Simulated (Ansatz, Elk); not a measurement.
# Bonding as seen by X-rays: Be2Al3

Structure refinements treat a crystal as free atoms side by side. For a made-up structure of Be2Al3 (cell and positions from a PBEsol relaxation) the runs below show what the calculated density changes in F(hkl).

Method: DFT, PBE, all-electron APW+lo, Dirac cores, scalar-relativistic bands, static density, no spin, in Elk 11.2.3 (patched build).

This account leaves out most program logs.

The structure was built from a prototype and need not be the compound's stable phase.

## (1) The starting structure

The structure is trigonal, space group P-3m1 (No. 164). The conventional cell has a = 3.975 Å, b = 3.975 Å, c = 5.140 Å, α = 90.00°, β = 90.00°, γ = 120.00°. Nearest to Al lie 5 Be at 2.47 to 2.66 Å. Al has 6 Be at 2.45 Å nearest. Nearest to Be lie 8 Al at 2.45 to 2.66 Å. Farther neighbours are not listed.

Coordinates:

```cif
data_structure
_symmetry_space_group_name_H-M 'P 1'
_symmetry_Int_Tables_number 1
_cell_length_a 3.9754
_cell_length_b 3.9754
_cell_length_c 5.1403
_cell_angle_alpha 90.000
_cell_angle_beta 90.000
_cell_angle_gamma 120.000
_cell_volume 70.35
loop_
_atom_site_label
_atom_site_type_symbol
_atom_site_fract_x
_atom_site_fract_y
_atom_site_fract_z
_atom_site_occupancy
Al1 Al 0.66667 0.33333 0.65176 1
Al2 Al 0.33333 0.66667 0.34824 1
Al3 Al 0.00000 0.00000 0.00000 1
Be4 Be 0.66667 0.33333 0.16934 1
Be5 Be 0.33333 0.66667 0.83066 1
```

## (2) Ground state and structure factors

An all-electron density is needed, since X-rays see the cores too. Task 0 finds the density and task 195 Fourier-transforms it; tshift is off so that phases refer to the origin typed.

The input, elk.in:

```
tasks
  0
  195

xctype
  20

spinpol
  .false.

rgkmax
  7.0

gmaxvr
  14.0

lmaxo
  7

lmaxapw
  8

swidth
  0.002

tshift
  .false.

ramdisk
  .false.

hmaxvr
  5.5

maxscl
  120

epspot
  1e-06

sppath
  './'

avec
  7.51243509038 0.00000000000 0.00000000000
  -3.75621754519 6.50595963255 -0.00000000000
  0.00000000000 -0.00000000000 9.71385330309

atoms
  2
  'Al.in'
  3
  0.6666666667 0.3333333333 0.6517595484   0.000000 0.000000 0.000000
  0.3333333333 0.6666666667 0.3482404516   0.000000 0.000000 0.000000
  -0.0000000000 0.0000000000 -0.0000000000   0.000000 0.000000 0.000000
  'Be.in'
  2
  0.6666666667 0.3333333333 0.1693426656   0.000000 0.000000 0.000000
  0.3333333333 0.6666666667 0.8306573344   0.000000 0.000000 0.000000

ngridk
  7 7 5
```

Run with:

```bash
$ OMP_NUM_THREADS=4 elk
```

Wall time 20 s (4 threads of Arm Neoverse V1, shared host); peak memory 0.16 GiB.

SFACRHO.OUT:

```text

h k l indices transformed by vhmat matrix:
   1.000000000       0.000000000       0.000000000    
   0.000000000       1.000000000       0.000000000    
   0.000000000       0.000000000       1.000000000    

      h      k      l  multipl.   |H|            Re(F)            Im(F)           |F|

      0      0      0      1   0.0000000       46.999998      0.63081001E-17   46.999998    
      0      0      1      2  0.64682728       1.3727530     -0.14412919E-14   1.3727530    
      0     -1      0      6  0.96575842      -2.7390101     -0.22648873E-14   2.7390101    
      0     -1      1      6   1.1623575       4.1199783     -0.47356733E-14   4.1199783    
      0      1      1      6   1.1623575       23.921914     -0.75281764E-15   23.921914    
      0      0      2      2   1.2936546      0.73284358      -0.0000000      0.73284358    
     -1      1      2      6   1.6143827       28.865694     -0.13113182E-13   28.865694    
     -1      1     -2      6   1.6143827      -4.2601881      0.10294942E-13   4.2601881    
      1      1      0      6   1.6727427       28.700573      0.67806523E-14   28.700573    
      1     -2      1     12   1.7934474      0.33130419     -0.67946618E-14  0.33130419    
     -2      0      0      6   1.9315168      -1.6139737      0.86477513E-14   1.6139737    
      0      0      3      2   1.9404818       19.719425      0.74252270E-14   19.719425    
      2      0      1      6   2.0369445       19.880407      0.17749124E-13   19.880407    
      0      2      1      6   2.0369445       2.9431692      0.16471907E-14   2.9431692    
      2     -1      2     12   2.1146182      0.88432058     -0.12148032E-13  0.88432058    
      0     -1      3      6   2.1675237      -1.8215344     -0.94713467E-14   1.8215344    
      0      1      3      6   2.1675237       5.6989627      -0.0000000       5.6989627    
     -2      0      2      6   2.3247149       24.880232     -0.11292265E-13   24.880232
```

Elk indexes on the primitive cell of elk.in and gives |H| = 4π sin θ/λ in inverse bohr. Below, one row stands for each form hkl of the conventional cell (m members, Friedel mates merged), F is for one primitive cell and the density is static (no thermal factor). Free-atom factors are Waasmaier and Kirfel's, and R is Σm||F|−|F'||/Σm|F|.

```csv
hkl,m,sin θ/λ (Å⁻¹),"abs F, DFT",neutral atoms,diff.
001,2,0.097,1.373,1.230,+0.142
100,6,0.145,2.739,2.512,+0.227
101,6,0.175,4.120,3.897,+0.223
011,6,0.175,23.922,24.183,-0.261
002,2,0.195,0.733,0.929,-0.196
102,6,0.243,28.866,29.072,-0.206
012,6,0.243,4.260,4.354,-0.094
110,6,0.252,28.701,28.977,-0.276
111,12,0.270,0.331,0.418,-0.087
200,6,0.290,1.614,1.714,-0.100
003,2,0.292,19.719,19.852,-0.133
201,6,0.306,19.880,19.974,-0.093
021,6,0.306,2.943,3.026,-0.083
112,12,0.318,0.884,0.856,+0.028
103,6,0.326,1.821,1.847,-0.026
013,6,0.326,5.699,5.722,-0.023
022,6,0.350,24.880,24.905,-0.025
202,6,0.350,3.744,3.740,+0.004
```

## (3) The highest occupied states alone

An energy window below the Fermi level keeps the highest occupied states, to see at which angles they scatter; shallow core shells can lie inside it and anion s states outside. No new self-consistency is needed.

Edit elk.in of step 2 so:

```diff
@@ -1,3 +1,2 @@
 tasks
-  0
   195
@@ -40,2 +39,5 @@
 
+wsfac
+  -0.306230 0.545010
+
 sppath
```

Run with:

```bash
$ OMP_NUM_THREADS=4 elk
```

Run time: 5.4 s. Hardware: 4 threads; peak memory 0.16 GiB.

States within 15 eV below the Fermi level hold 13.00 electrons; any levels below the window count with the cores. Their amplitudes can exceed the total, where window and core parts have opposite phase:

```
hkl  sin θ/λ (Å⁻¹)  abs F, window  abs F, all
001          0.097          1.000       1.373
100          0.145          0.812       2.739
101          0.175          0.638       4.120
011          0.175          0.173      23.922
002          0.195          0.359       0.733
102          0.243          0.117      28.866
012          0.243          0.050       4.260
110          0.252          0.279      28.701
111          0.270          0.079       0.331
200          0.290          0.118       1.614
```

## (4) Another functional

The difference from free atoms is small, so it is set against the change that LDA (Perdew-Wang) makes.

Edit elk.in of step 3 so:

```diff
@@ -1,2 +1,3 @@
 tasks
+  0
   195
@@ -4,3 +5,3 @@
 xctype
-  20
+  3
 
@@ -39,5 +40,2 @@
 
-wsfac
-  -0.306230 0.545010
-
 sppath
```

Run with:

```bash
$ OMP_NUM_THREADS=4 elk
```

Elapsed: 12 s, on 4 threads; peak memory 0.16 GiB.

Against the first run R = 0.27 %; the largest change is -0.063 at 300.

## (5) Basis size

The basis and the expansions that go with it are enlarged, to see whether the differences are converged.

Edit elk.in of step 4 so:

```diff
@@ -5,3 +5,3 @@
 xctype
-  3
+  20
 
@@ -11,12 +11,12 @@
 rgkmax
-  7.0
+  8.5
 
 gmaxvr
-  14.0
+  18.0
 
 lmaxo
-  7
+  9
 
 lmaxapw
-  8
+  10
```

Run with:

```bash
$ OMP_NUM_THREADS=4 elk
```

Elapsed: 58 s, on 4 threads; peak memory 0.28 GiB.

Against the first run R = 0.00 %; the largest change is -0.001 at 124.

## (6) Settings against the effect

| run | R against the first run (%) | R against neutral atoms, low angle (%) | wall time |
| --- | --- | --- | --- |
| PBE, rgkmax 7 | 0.00 | 1.68 | 20 s |
| LDA (Perdew-Wang) | 0.27 | 1.64 | 12 s |
| rgkmax 8.5 with larger expansions | 0.00 | 1.68 | 58 s |

## (7) Outcome

- R against neutral atoms, sin θ/λ < 0.3 Å⁻¹: 1.68 %
- R against neutral atoms, 0.3 to 0.82 Å⁻¹: 0.45 %

Independent neutral atoms miss the calculated amplitudes by R = 1.68 % below 0.3 Å⁻¹ and 0.45 % from there to 0.82 Å⁻¹; by shells, 8.57 % below 0.15 Å⁻¹ (2 forms), 1.46 % 0.15 to 0.3 (9 forms), 0.22 % 0.3 to 0.45 (21 forms), 0.51 % above 0.45 (117 forms). Bonding, aspherical density and the tables' own atoms all enter these figures, and the runs don't part them. The largest change of an amplitude is -0.28 electrons, at 110. Weak lines can change much in proportion: 002 goes from 0.93 to 0.73. The window's part falls from 13.0 electrons at the origin to at most 0.21 between 0.45 and 0.82 Å⁻¹. Below 0.3 Å⁻¹ the changes that finished (LDA (Perdew-Wang) and rgkmax 8.5 with larger expansions) move F by R = 0.06 % at most, against the 1.68 % that separates it from free atoms. The k-mesh has no finished test. Part of the difference isn't bonding: the tables are fits to free atoms and ions calculated by other methods than this functional. Thermal motion, anomalous dispersion and extinction are left out.

[Logs are printed without paths, hosts, clocks, repeated set-up lines and the standing remarks that a program may print on its own settings, such as how far it seeks lower states.]

[Hosts, paths, dates, database ids (printed as entryN), source tags and the programs' standing remarks are cut or masked in the printed files.]
